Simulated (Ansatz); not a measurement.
# A hypothetical structure for Zn2NiS4

This structure for Zn2NiS4 is made up. Its elements were placed in a known structure type with a cell scaled to their sizes. What cell does the guess relax to, and how far off was it?

Main program and level: Ansatz 0.2.0; DFT, PBE, plane-wave PAW, files of the set soft_1, scalar-relativistic, ferromagnetic start, cell and ions relaxed at zero pressure; PAW set soft_1, in the first sound run; inputs show where later runs differ.

## (1) The starting structure

The structure is tetragonal, space group I4/mmm (No. 139). Conventional cell: a = 4.203 Å, b = 4.203 Å, c = 14.446 Å, α = 90.00°, β = 90.00°, γ = 90.00°. Nearest to Zn lie 9 S at 2.85 to 2.98 Å. Nearest to Ni lie 6 S at 2.10 to 2.25 Å. Nearest to S lie 2 Ni at 2.10 Å and 4 Zn at 2.98 Å. S has 1 Ni at 2.25 Å and 5 Zn at 2.85 to 2.98 Å nearest. Farther neighbours and most contacts between anions are not listed.

## (2) Relaxation of the guess

The guess takes its coordinates from another compound and its volume from a rule, so the cell and any free coordinates are relaxed together.

Contents of input.yaml:

```yaml
crystal:
  lattice:
    - [-2.1015, 2.1015, 7.223]
    - [2.1015, -2.1015, 7.223]
    - [2.1015, 2.1015, -7.223]
  atoms:
    - { symbol: Zn, position: [0.3534, 0.3534, 0.0] }
    - { symbol: Zn, position: [0.6466, 0.6466, 0.0] }
    - { symbol: Ni, position: [0.0, 0.0, 0.0], spin: 1.0 }
    - { symbol: S, position: [0.0, 0.5, 0.5] }
    - { symbol: S, position: [0.5, 0.0, 0.5] }
    - { symbol: S, position: [0.156, 0.156, 0.0] }
    - { symbol: S, position: [0.844, 0.844, 0.0] }
magnetization:
  spin_polarized: true
kpoints:
  mp_grid: { grid: [9, 9, 9] }
scf:
  occupations: { method: fermi_dirac, width: 0.05 }
hamiltonian:
  xc: pbe
  pseudopotentials: { kind: paw, azcp: { folder: soft_1 } }
relax:
  f_tol: 0.015
  max_steps: 70
  cell: {}
output:
  forces: true
  stress: true
```

Run with:

```bash
$ ansatz run input.yaml --threads 4 --pin off --max-ram 10240MiB --backend cpu --events-out ev --progress --plain --runs-dir out
```

Numbers of over 12 decimals in the logs are rounded to 6 here.

The log of the run:

```text
basis.fft_grid_basis auto: the FFT boxes are laid along the combinations [[1, 0, 1], [0, 1, 1], [0, 0, 1]] of the cell's own vectors, 4.203, 4.203 and 7.811 Å long. The dense box has 30×30×54 points. Along the cell's own vectors, as sized, it would have 54×54×54, 3.24 times as many. Of the 16 symmetry operations that the crystal satisfies within crystal.symmetry.tolerance (time reversal apart; of a slab, those that k [...]
Engine: ansatz 0.2.0, x86_64-unknown-linux-gnu
Pseudopotentials: kind: paw
Pseudopotential: Zn, paw, valence charge 12, recommended cutoff 420 eV (normal), soft_1/Zn.paw.azcp
Pseudopotential: Ni, paw, valence charge 18, recommended cutoff 420 eV (normal), soft_1/Ni.paw.azcp
Pseudopotential: S, paw, valence charge 6, recommended cutoff 420 eV (normal), soft_1/S.paw.azcp
Functional definition: PBE
  parameter kappa = 0.804
  parameter beta = 0.066725
  exchange = pbe_x(kappa = kappa, mu = beta*pi^2/3)
  correlation = pbe_c(beta = beta)
Crystal: 7 atoms, lattice volume = 127.596 Å³
Basis set: ecut = 420 eV, 2461 PW (Γ), FFT grids on a1+a3, a2+a3, a3, exchange–correlation on 60×60×108 points (8 copies of the dense FFT grid, shifted against one another)
Bands: 41, of which v1, the nominal top of the filled ones, is band 33 counted from 1 (32 counted from 0)
Symmetry: 16 space group operations
Space group: I4/mmm (ITA 139), of the structure as read, at distance tolerance 5.0e-5 Å
Magnetic group: BNS 139.531 (UNI 1191), of the structure as read, at distance tolerance 5.0e-5 Å
k-points: 75 of 729
Non-local potential: Zn, projectors of the file, l = 0: 2, l = 1: 2, l = 2: 3, l = 3: 1
Non-local potential: Ni, projectors of the file, l = 0: 3, l = 1: 2, l = 2: 3, l = 3: 1
Non-local potential: S, projectors of the file, l = 0: 2, l = 1: 2, l = 2: 1
PAW form: soft (Blöchl's): semilocal exchange-correlation on the pseudo side does not see the compensation charge
PAW one-centre angular grid: Zn, 590 points (default); XC on 64 Gauss nodes
PAW one-centre angular grid: Ni, 590 points (default); XC on 64 Gauss nodes
PAW one-centre angular grid: S, 110 points (default); XC on 64 Gauss nodes
Initial density: superposition of atomic densities (chi_scale 0.1, normalization cell, long waves kept (reshape's long-wave potential 0.32 eV rms))
Starting moments: Σ|m| = 1 μB on 1 of 7 sites
Initial wavefunctions: pseudopotential atomic-orbital guess
Functional: x = pbe(κ = 0.804, μ = 0.219515), c = pbe(β = 0.066725)
SCF iter   1: F=—  HF=-16087.121321 eV  |F-HF|=—  |Δ(HF+E_count)|=         —  Δρ=7.73e-2 (↑7.59e-2 ↓7.73e-2)  dr2=2.62e1  dr2_m=2.09e-2  M=1.234 μB ∫|m|=1.297 μB  β_m=0.30  ethr=3.10e-3  ⟨swp⟩=8.6  Hψ=30071  notcnv=0  defer=15
Mixer restart at iter 1: flushing history
preconditioner: auto → Kerker (q_TF=auto, 2.444 Å⁻¹)  [metal: Δε(μ)=0.011 eV  Ē_g=8.981 eV  σ=0.050 eV  W_gap=0.05  n_scr=32 (ndim 8)  ℏωp=25.0 eV  f_vac=0.013  D(μ)=5.93/eV (n_scr^D=50)]
spin=Collinear: Kerker preconditioning applied to the charge; magnetization (m = ρ↑ − ρ↓) channel mixes plain (no charge-response kernel on spin).
SCF iter   2: F=—  HF=-16081.525368 eV  |F-HF|=—  |Δ(HF+E_count)|=    5.60e0  Δρ=2.52e-2 (↑1.59e-2 ↓2.52e-2)  dr2=1.75e0  dr2_m=7.30e-2  M=1.137 μB ∫|m|=1.164 μB  β_m=0.28  ethr=3.10e-3  ⟨swp⟩=3.9  Hψ=16476  notcnv=0  defer=206
SCF iter   3: F=—  HF=-16082.072835 eV  |F-HF|=—  |Δ(HF+E_count)|=   5.47e-1  Δρ=1.46e-2 (↑1.10e-2 ↓1.46e-2)  dr2=8.30e-1  dr2_m=8.01e-2  M=1.112 μB ∫|m|=1.141 μB  β_m=0.54  ethr=2.65e-3  ⟨swp⟩=2.1  Hψ=10742  notcnv=0  defer=206
SCF iter   4: F=—  HF=-16083.098311 eV  |F-HF|=—  |Δ(HF+E_count)|=    1.03e0  Δρ=2.97e-2 (↑4.57e-3 ↓2.97e-2)  dr2=1.17e0  dr2_m=2.06e-1  M=0.840 μB ∫|m|=0.879 μB  β_m=0.17  ethr=1.26e-3  ⟨swp⟩=2.6  Hψ=12416  notcnv=0  defer=210
SCF iter   5: F=—  HF=-16083.387312 eV  |F-HF|=—  |Δ(HF+E_count)|=   2.89e-1  Δρ=1.13e-2 (↑1.13e-2 ↓7.76e-3)  dr2=1.03e-1  dr2_m=9.15e-2  M=0.760 μB ∫|m|=0.795 μB  β_m=0.54  ethr=1.26e-3  ⟨swp⟩=2.7  Hψ=10504  notcnv=0  defer=209
SCF iter   6: F=—  HF=-16083.512430 eV  |F-HF|=—  |Δ(HF+E_count)|=         —  Δρ=7.69e-3 (↑7.69e-3 ↓5.32e-3)  dr2=1.05e-1  dr2_m=6.82e-3  M=0.269 μB ∫|m|=0.300 μB  β_m=0.54  ethr=1.56e-4  ⟨swp⟩=3.3  Hψ=14129  notcnv=0  defer=209
Mixer restart at iter 6: flushing history
SCF iter   7: F=—  HF=-16083.574542 eV  |F-HF|=—  |Δ(HF+E_count)|=   6.21e-2  Δρ=3.36e-3 (↑1.22e-3 ↓3.36e-3)  dr2=7.43e-3  dr2_m=3.99e-3  M=0.217 μB ∫|m|=0.241 μB  β_m=0.52  ethr=1.56e-4  ⟨swp⟩=2.5  Hψ=13312  notcnv=0  defer=210
SCF iter   8: F=—  HF=-16083.567210 eV  |F-HF|=—  |Δ(HF+E_count)|=   7.33e-3  Δρ=4.90e-3 (↑4.90e-3 ↓2.94e-3)  dr2=5.63e-2  dr2_m=2.57e-3  M=0.178 μB ∫|m|=0.199 μB  β_m=0.52  ethr=1.13e-5  ⟨swp⟩=2.3  Hψ=12219  notcnv=0  defer=210
SCF iter   9: F=—  HF=-16083.573784 eV  |F-HF|=—  |Δ(HF+E_count)|=   6.57e-3  Δρ=1.41e-3 (↑9.69e-4 ↓1.41e-3)  dr2=3.38e-3  dr2_m=8.37e-4  M=0.105 μB ∫|m|=0.118 μB  β_m=0.50  ethr=1.13e-5  ⟨swp⟩=2.5  Hψ=12916  notcnv=0  defer=210
SCF iter  10: F=—  HF=-16083.572737 eV  |F-HF|=—  |Δ(HF+E_count)|=   1.05e-3  Δρ=9.72e-4 (↑5.92e-4 ↓9.72e-4)  dr2=1.15e-3  dr2_m=5.26e-4  M=0.080 μB ∫|m|=0.090 μB  β_m=0.75  ethr=5.13e-6  ⟨swp⟩=2.0  Hψ=10585  notcnv=0  defer=210
SCF iter  11: F=—  HF=-16083.573754 eV  |F-HF|=—  |Δ(HF+E_count)|=   1.02e-3  Δρ=9.77e-4 (↑4.25e-4 ↓9.77e-4)  dr2=9.04e-4  dr2_m=2.31e-4  M=0.056 μB ∫|m|=0.062 μB  β_m=0.88  ethr=1.75e-6  ⟨swp⟩=2.1  Hψ=10979  notcnv=0  defer=210
SCF iter  12: F=—  HF=-16083.573779 eV  |F-HF|=—  |Δ(HF+E_count)|=   2.53e-5  Δρ=2.95e-4 (↑1.35e-4 ↓2.95e-4)  dr2=1.08e-4  dr2_m=2.10e-5  M=0.019 μB ∫|m|=0.021 μB  β_m=0.94  ethr=1.37e-6  ⟨swp⟩=2.1  Hψ=11302  notcnv=0  defer=210
SCF iter  13: F=—  HF=-16083.573776 eV  |F-HF|=—  |Δ(HF+E_count)|=   2.60e-6  Δρ=8.82e-5 (↑5.18e-5 ↓8.82e-5)  dr2=1.51e-5  dr2_m=1.09e-6  M=0.005 μB ∫|m|=0.005 μB  β_m=0.97  ethr=1.64e-7  ⟨swp⟩=2.0  Hψ=10673  notcnv=0  defer=210
SCF iter  14: F=—  HF=-16083.573760 eV  |F-HF|=—  |Δ(HF+E_count)|=   1.65e-5  Δρ=1.51e-5 (↑1.02e-5 ↓1.51e-5)  dr2=7.34e-7  dr2_m=6.97e-8  M=0.001 μB ∫|m|=0.001 μB  β_m=0.98  ethr=2.29e-8  ⟨swp⟩=2.0  Hψ=9252  notcnv=0  defer=210
SCF iter  15: F=—  HF=-16083.573760 eV  |F-HF|=—  |Δ(HF+E_count)|=   4.51e-7  Δρ=5.10e-6 (↑5.10e-6 ↓4.41e-6)  dr2=1.49e-7  dr2_m=7.37e-9  M=0.001 μB ∫|m|=0.001 μB  β_m=0.99  ethr=1.11e-9  ⟨swp⟩=2.0  Hψ=10628  notcnv=0  defer=210
SCF iter  16: F=—  HF=-16083.573760 eV  |F-HF|=—  |Δ(HF+E_count)|=   6.61e-9  Δρ=1.79e-6 (↑1.58e-6 ↓1.79e-6)  dr2=3.40e-9  dr2_m=2.70e-9  M=0.000 μB ∫|m|=0.000 μB  β_m=1.00  ethr=2.26e-10  ⟨swp⟩=2.1  Hψ=8996  notcnv=0  defer=210
[...]
relax step  11: F+E_penalty+E_count = -16085.35533500 eV  Δ(F+E_penalty+E_count) = +7.462e-6 eV  max|allowed force component| = 3.849e-4 eV/Å  Δτ_max = 0.0011 Å  P = +0.004 GPa  Ω = 125.797 Å³  energy of the carried Pulay correction = +7.634e-4 eV  (10 SCF iters, dr2 threshold 8.79e-9 eV, accepted)
relax step  12: F+E_penalty+E_count = -16085.36545651 eV  Δ(F+E_penalty+E_count) = -1.012e-2 eV  max|allowed force component| = 1.143e-3 eV/Å  Δτ_max = 0.0000 Å  P = +0.190 GPa  Ω = 125.797 Å³  stress off target by 3.06e-1 GPa  SCF on the basis re-selected at this cell (its energy is not comparable with the rows above)  (16 SCF iters)
relax step  13: F+E_penalty+E_count = -16085.36594594 eV  Δ(F+E_penalty+E_count) = -4.894e-4 eV  max|allowed force component| = 9.329e-4 eV/Å  Δτ_max = 0.0026 Å  P = +0.024 GPa  Ω = 126.172 Å³  energy of the carried Pulay correction = -1.409e-4 eV  (9 SCF iters, dr2 threshold 2.34e-7 eV, accepted)
iter 1 solved again at ethr=2.03e-6 eV; its pass at ethr=3.10e-3 eV (dr2=1.34e-3 eV) is discarded
SCF iter   1: F=—  HF=-16085.365629 eV  |F-HF|=—  |Δ(HF+E_count)|=         —  Δρ=8.44e-5 (↑8.44e-5 ↓8.44e-5)  dr2=8.92e-7  dr2_m=1.29e-12  M=-0.000 μB ∫|m|=0.000 μB  β_m=0.65  ethr=2.03e-6  ⟨swp⟩=3.4  Hψ=47926  notcnv=0
eigensolver tolerance schedule: the retry pair's looser diagonalisation over-reported the residual by 1500.34 of it (diagonalisation noise at 58.41 of the residual, at the tolerance the schedule requests for it); recorded, not acted on — ethr = c·dr2/N_el stays at c = 1.0e-1
preconditioner: auto → Kerker (q_TF=auto, 2.334 Å⁻¹)  [metal: Δε(μ)=0.001 eV  Ē_g=9.185 eV  σ=0.050 eV  W_gap=0.01  n_scr=32 (ndim 8)  ℏωp=25.2 eV  f_vac=0.021  D(μ)=5.50/eV (n_scr^D=36)]
spin=Collinear: Kerker preconditioning applied to the charge; magnetization (m = ρ↑ − ρ↓) channel mixes plain (no charge-response kernel on spin).
SCF iter   2: F=—  HF=-16085.366033 eV  |F-HF|=—  |Δ(HF+E_count)|=   4.04e-4  Δρ=3.09e-5 (↑3.09e-5 ↓3.09e-5)  dr2=2.28e-7  dr2_m=2.22e-13  M=-0.000 μB ∫|m|=0.000 μB  β_m=0.58  ethr=1.35e-9  ⟨swp⟩=3.5  Hψ=15120  notcnv=0
SCF iter   3: F=—  HF=-16085.366081 eV  |F-HF|=—  |Δ(HF+E_count)|=   4.82e-5  Δρ=1.38e-5 (↑1.38e-5 ↓1.38e-5)  dr2=7.77e-8  dr2_m=8.28e-14  M=-0.000 μB ∫|m|=0.000 μB  β_m=0.57  ethr=3.46e-10  ⟨swp⟩=2.0  Hψ=11110  notcnv=0
SCF iter   4: F=—  HF=-16085.366092 eV  |F-HF|=—  |Δ(HF+E_count)|=   1.11e-5  Δρ=1.14e-6 (↑1.14e-6 ↓1.14e-6)  dr2=2.85e-9  dr2_m=4.77e-14  M=-0.000 μB ∫|m|=0.000 μB  β_m=0.55  ethr=1.18e-10  ⟨swp⟩=2.0  Hψ=11098  notcnv=0
SCF iter   5: F=—  HF=-16085.366091 eV  |F-HF|=—  |Δ(HF+E_count)|=   1.28e-6  Δρ=4.43e-7 (↑4.40e-7 ↓4.43e-7)  dr2=6.26e-10  dr2_m=3.42e-14  M=-0.000 μB ∫|m|=0.000 μB  β_m=0.68  ethr=4.32e-12  ⟨swp⟩=2.3  Hψ=10604  notcnv=0
SCF iter   6: F=—  HF=-16085.366091 eV  |F-HF|=—  |Δ(HF+E_count)|=   3.13e-9  Δρ=5.30e-7 (↑5.26e-7 ↓5.30e-7)  dr2=9.95e-10  dr2_m=2.54e-14  M=-0.000 μB ∫|m|=0.000 μB  β_m=0.71  ethr=1.00e-12  ⟨swp⟩=2.0  Hψ=9595  notcnv=0
SCF iter   7: F=—  HF=-16085.366091 eV  |F-HF|=—  |Δ(HF+E_count)|=   1.43e-9  Δρ=2.29e-7 (↑2.28e-7 ↓2.29e-7)  dr2=2.91e-10  dr2_m=1.76e-14  M=-0.000 μB ∫|m|=0.000 μB  β_m=0.82  ethr=1.00e-12  ⟨swp⟩=2.0  Hψ=9893  notcnv=0
SCF iter   8: F=—  HF=-16085.366091 eV  |F-HF|=—  |Δ(HF+E_count)|=   1.50e-9  Δρ=5.85e-8 (↑5.84e-8 ↓5.85e-8)  dr2=3.84e-11  dr2_m=1.35e-14  M=-0.000 μB ∫|m|=0.000 μB  β_m=0.91  ethr=1.00e-12  ⟨swp⟩=2.0  Hψ=7434  notcnv=0
SCF iter   9: F=-16085.366091 eV  HF=-16085.366091 eV  |F-HF|=7.28e-12  |Δ(HF+E_count)|=  1.09e-11  Δρ=2.92e-8 (↑2.92e-8 ↓2.85e-8)  dr2=1.34e-11  dr2_m=9.47e-15  M=-0.000 μB ∫|m|=0.000 μB  ethr=1.00e-12  ⟨swp⟩=3.6  Hψ=21163  notcnv=0
the starting moments were not kept: the SCF closed with an absolute magnetisation of 2.3e-6 μB, where they sum to 1 μB in size (1 site). That is at most 0.1 of that sum. Measured as dr2_m measures the in/out step, that magnetisation stands 6.5e-13 eV from none, at or under the dr2_threshold of 7.0e-11 eV: it is no larger than a step whose dr2_m would equal this threshold.
SCF 14 converged in 9 iterations: F = -16085.366091 eV  dr2 = 1.34e-11
relax step  14: F+E_penalty+E_count = -16085.36609091 eV  Δ(F+E_penalty+E_count) = -1.450e-4 eV  max|allowed force component| = 9.122e-4 eV/Å  Δτ_max = 0.0000 Å  P = +0.024 GPa  Ω = 126.172 Å³  stress off target by 3.80e-2 GPa  SCF on the basis re-selected at this cell (its energy is not comparable with the rows above)  (9 SCF iters)
basis re-selected at this cell: Δ(F+E_penalty+E_count) = -1.450e-4 eV, ΔP = -0.000 GPa vs the last step (what re-selecting the basis moved, of the pressure what is left beyond the Pulay correction that the steps carried, after the strain that the cell walked since its last selection, with what the two solves' SCF thresholds leave and, on support functions, any second-order correction that the steps lacked; it is no m [...]
SCF converged after 9 iterations
Magnetization: -0.0000 μB (33.0000 up, 33.0000 down)
Absolute magnetization: 0.0000 μB (∫|ρ↑−ρ↓|, with the PAW one-centre terms)
Spin contamination: 0.0000 ħ² per cell (⟨S²⟩ above its minimum at these occupations)
Per-site moments (μB) at R_I (Å): [(-9.84884483944241e-9, 0.919221), (-9.848844817055924e-9, 0.919221), (-1.463263445555114e-7, 0.927877), (-7.28835882354568e-8, 0.965420), (-7.288358777263502e-8, 0.965420), (-5.951568018921492e-7, 0.919221), (-5.951568019338021e-7, 0.919221)]
Free energy (F): -16085.366091 eV
Harris-Foulkes:  -16085.366091 eV  (|F-HF|=7.28e-12)
Internal energy: -16085.322440 eV  (E = F + TS)
E sigma→0 (E₀):  -16085.344265 eV
Entropy (-TS):   -0.043651 eV (-6.236 meV/atom)
Fermi energy:    7.254031 eV
--- Per-component energies (eV) ---
  E_band       = -423.660123
  E_kinetic    = 1048.862012
  E_local      = -9554.850811  (includes V_loc(G=0)·N_el)
  E_nonlocal   = 1664.202312
  E_hartree    = 4234.110987
  E_xc         = -620.223211
  E_vxc        = -571.799649  (∫ρ·V_xc dr)
  E_paw        = -7886.979933  (= ΣΔE_a)
  E_vpaw       = -1478.296589  (= ΣTr[D̂ρ^β])
  E_aug_tail   = 0.000390  (compensation charges beyond the density's cutoff)
  E_ewald      = -4970.444185
  E_smearing   = -0.043651  (= −TS)
  E_closure    = -0.000000  (closes the sum)
  Σ components = -16085.366091   (vs F -16085.366091, Δ=0.00e0)
--- Forces (eV/Å), atoms counted from 1 ---
  atom   1  Zn     0.00000000     0.00000000     0.00047566
  atom   2  Zn     0.00000000     0.00000000    -0.00047566
  atom   3  Ni    -0.00000000     0.00000000    -0.00000000
  atom   4  S     -0.00000000     0.00000000     0.00000000
  atom   5  S      0.00000000     0.00000000     0.00000000
  atom   6  S     -0.00000000     0.00000000     0.00091222
  atom   7  S      0.00000000     0.00000000    -0.00091222
  max |Σ_I F_I| component: 3.58e-18 eV/Å
--- Stress (GPa, compression-positive) ---
        0.037993       0.000000       0.000000
        0.000000       0.037993       0.000000
        0.000000       0.000000      -0.005366
  P = ⅓ Tr σ = 0.0235 GPa (0.235 kbar)
--- Relaxed structure (12 steps of the walk, 12 accepted, 2 SCFs on fresh bases) ---
  F+E_penalty+E_count = -16085.36609091 eV   max|allowed force component| = 9.122e-4 eV/Å   (the final SCF, on the basis selected at the relaxed cell)
  cell:  # Å, volume = 126.1719 Å³
    - [-2.340412, 2.340412, 5.758618]
    - [2.340412, -2.340412, 5.758618]
    - [2.340412, 2.340412, -5.758618]
  atoms:
    - { symbol: Zn, position: [0.388792, 0.388792, 0] }
    - { symbol: Zn, position: [0.611208, 0.611208, 0] }
    - { symbol: Ni, position: [-5.661070262379564e-19, -5.66107026237957e-19, 0] }
    - { symbol: S, position: [-5.661070262379566e-19, 0.500000, 0.500000] }
    - { symbol: S, position: [0.500000, -5.661070262379568e-19, 0.500000] }
    - { symbol: S, position: [0.195307, 0.195307, 0] }
    - { symbol: S, position: [0.804693, 0.804693, 0] }
```

Run time: 3.1 min. Hardware: 4 threads of Intel Xeon Platinum 8488C (Sapphire Rapids), shared host; peak memory 0.9 GiB.

Step by step:

| step | energy less that of the first step (eV) | largest force component (eV/Å) | pressure (GPa) | volume (Å³) |
| --- | --- | --- | --- | --- |
| 1 | 0.0000 | 1.3267 | 3.75 | 127.60 |
| 2 | -0.4889 | 0.9265 | 1.49 | 126.49 |
| 3 | -0.8545 | 0.6632 | 2.38 | 124.26 |
| 4 | -1.1937 | 0.7591 | 3.02 | 122.02 |
| 5 | -1.5571 | 0.8203 | 3.63 | 120.59 |
| 6 | -1.7447 | 0.4828 | -0.52 | 126.16 |
| 7 | -1.7505 | 0.4902 | 0.47 | 125.44 |
| 8 | -1.7659 | 0.1990 | 0.46 | 125.56 |
| 9 | -1.7735 | 0.2054 | -0.80 | 127.07 |
| 10 | -1.7816 | 0.0087 | 0.05 | 125.71 |
| 11 | -1.7816 | 0.0004 | 0.00 | 125.80 |
| 12* | -1.7917 | 0.0011 | 0.19 | 125.80 |
| 13 | -1.7922 | 0.0009 | 0.02 | 126.17 |
| 14* | -1.7923 | 0.0009 | 0.02 | 126.17 |

Relaxation steps marked * repeat the geometry before them on a plane-wave basis chosen anew for their cell, so energy and pressure can jump there.

The run keeps the 16 symmetry operations that it works with, so distortions that break them were not tested.

| cell as run | before | after | change |
| --- | --- | --- | --- |
| a (Å) | 7.811 | 6.642 | -15.0 % |
| b (Å) | 7.811 | 6.642 | -15.0 % |
| c (Å) | 7.811 | 6.642 | -15.0 % |
| α (°) | 148.78 | 138.74 | -6.8 % |
| β (°) | 148.78 | 138.74 | -6.8 % |
| γ (°) | 44.73 | 59.78 | +33.6 % |
| volume (Å³/atom) | 18.23 | 18.02 | -1.1 % |

The atoms that moved most (Å, as changes of fractional coordinates times the final cell):

| atom | dx | dy | dz | length |
| --- | --- | --- | --- | --- |
| S6 | 0.000 | 0.000 | 0.453 | 0.453 |
| S7 | 0.000 | 0.000 | -0.453 | 0.453 |
| Zn1 | 0.000 | 0.000 | 0.408 | 0.408 |
| Zn2 | 0.000 | 0.000 | -0.408 | 0.408 |

The relaxed structure:

```cif
data_structure
_symmetry_space_group_name_H-M 'P 1'
_symmetry_Int_Tables_number 1
_cell_length_a 6.6420
_cell_length_b 6.6420
_cell_length_c 6.6420
_cell_angle_alpha 138.736
_cell_angle_beta 138.736
_cell_angle_gamma 59.777
_cell_volume 126.17
loop_
_atom_site_label
_atom_site_type_symbol
_atom_site_fract_x
_atom_site_fract_y
_atom_site_fract_z
_atom_site_occupancy
Zn1 Zn 0.38879 0.38879 0.00000 1
Zn2 Zn 0.61121 0.61121 0.00000 1
Ni3 Ni 0.00000 0.00000 0.00000 1
S4 S 0.00000 0.50000 0.50000 1
S5 S 0.50000 0.00000 0.50000 1
S6 S 0.19531 0.19531 0.00000 1
S7 S 0.80469 0.80469 0.00000 1
```

This step gave:

```yaml
free_energy: -16085.3661 eV
energy_at_zero_smearing: -16085.3443 eV
smearing_term_ts: 0.04365 eV
fermi_energy: 7.254 eV
electrons: 66
symmetry_operations: 16
pressure: 0.02354 GPa
```

Shortest distances by pair of elements, guess and relaxed (not always the same contact):

| pair | guess (Å) | relaxed (Å) |
| --- | --- | --- |
| S–Zn | 2.852 | 2.228 |
| Ni–S | 2.102 | 2.249 |
| Zn–Zn | 4.203 | 2.562 |
| S–S | 2.972 | 3.246 |
| Ni–Zn | 3.649 | 3.549 |

The relaxation ends with a largest force component of 9.1e-4 eV/Å and a pressure of 0.02 GPa. The starting moments have collapsed: the run ends non-magnetic.

[end of part 1 of 2]

[Logs are printed without paths, hosts, clocks, repeated set-up lines and the standing remarks that a program may print on its own settings, such as how far it seeks lower states.]

[Hosts, paths, dates, database ids (printed as entryN), source tags and the programs' standing remarks are cut or masked in the printed files.]
